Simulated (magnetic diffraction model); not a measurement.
# TiTe6Br3: what an assumed order does to the neutron pattern

Space group R-3c (no. 167), a = 15.1420 Å, c = 9.8840 Å.

| site | atom | x | y | z |
| --- | --- | --- | --- | --- |
| 36f | Te | 0.1683 | 0.0759 | 0.4050 |
| 18e | Br | 0.0682 | 0.4015 | 0.4167 |
| 6a | Ti | 0 | 0 | 3/4 |

This is a made-up structure (elements placed in a structure type, unrelaxed), so the numbers test the method and describe no known phase.

Only Ti is taken to order (form factors of Ti3+); orders and moment sizes are assumed, and not adapted to the symmetry. Radiation: neutrons of λ = 1.909 Å, 2° to 35°; isotropic B of 0.25 Å² (Te), 0.35 Å² (Br) and 0.46 Å² (Ti). Simulated constant-wavelength pattern: nuclear and magnetic terms add, the magnetic one as |2.695 fm × Σ f S⊥ exp(2πi Q·r) exp(−B s²)|², summed over all Q at one angle with the factor 1/(sin²θ cos θ). For a modulated order the moment at position r is S exp(−2πi k·r) + c.c., with S = m/2 for a sine wave of amplitude m and S = m(u + iv)/2 for moments turning in a plane, u and v being orthogonal unit vectors in it; the phase factor of the sum at Q = H + k is then exp(2πi H·r). Free-ion form factors, Sears's scattering lengths of 1992, no absorption; a label names one of the reflections at its angle. The strongest nuclear line in the range is 100, and lines under 0.2 are left out.

Assume the order k = (1/3 1/3 0), a sine wave with moments along [010] (amplitudes given), 0.82 μB on Ti; signs + at (0, 0, 3/4), − at (0, 0, 1/4).

Predict the pattern, nuclear and magnetic parts apart.

| 2θ (°) | index | nuclear | magnetic |
| --- | --- | --- | --- |
| 12.09 | (2/3 -1/3 1) | 0.0 | 0.8 |
| 14.71 | (-2/3 4/3 1) | 0.0 | 0.4 |
| 16.94 | (4/3 1/3 1) | 0.0 | 0.6 |
| 20.70 | (5/3 2/3 1) | 0.0 | 0.3 |
| 23.82 | (0 1 2) | 23.7 | 0.0 |
| 23.90 | (1/3 7/3 1) | 0.0 | 0.2 |
| 24.88 | (2 1 1) | 59.1 | 0.0 |
| 25.23 | (3 0 0) | 6.1 | 0.0 |
| 27.99 | (2 0 2) | 1.3 | 0.0 |
| 29.21 | (2 2 0) | 100.0 | 0.0 |
| 31.66 | (1 2 2) | 88.6 | 0.0 |
| 32.48 | (1 3 1) | 3.8 | 0.0 |

The strongest magnetic line in the range is (2/3 -1/3 1) at 12.09° (0.8). On top of the Lorentz factor, which all lines share, magnetic lines fade with angle because f falls: for Ti3+ it is 0.87, 0.59, 0.32 and 0.05 at sin θ/λ = 0.1, 0.2, 0.3 and 0.5 Å⁻¹, while nuclear lengths stay constant. The order has no net moment.
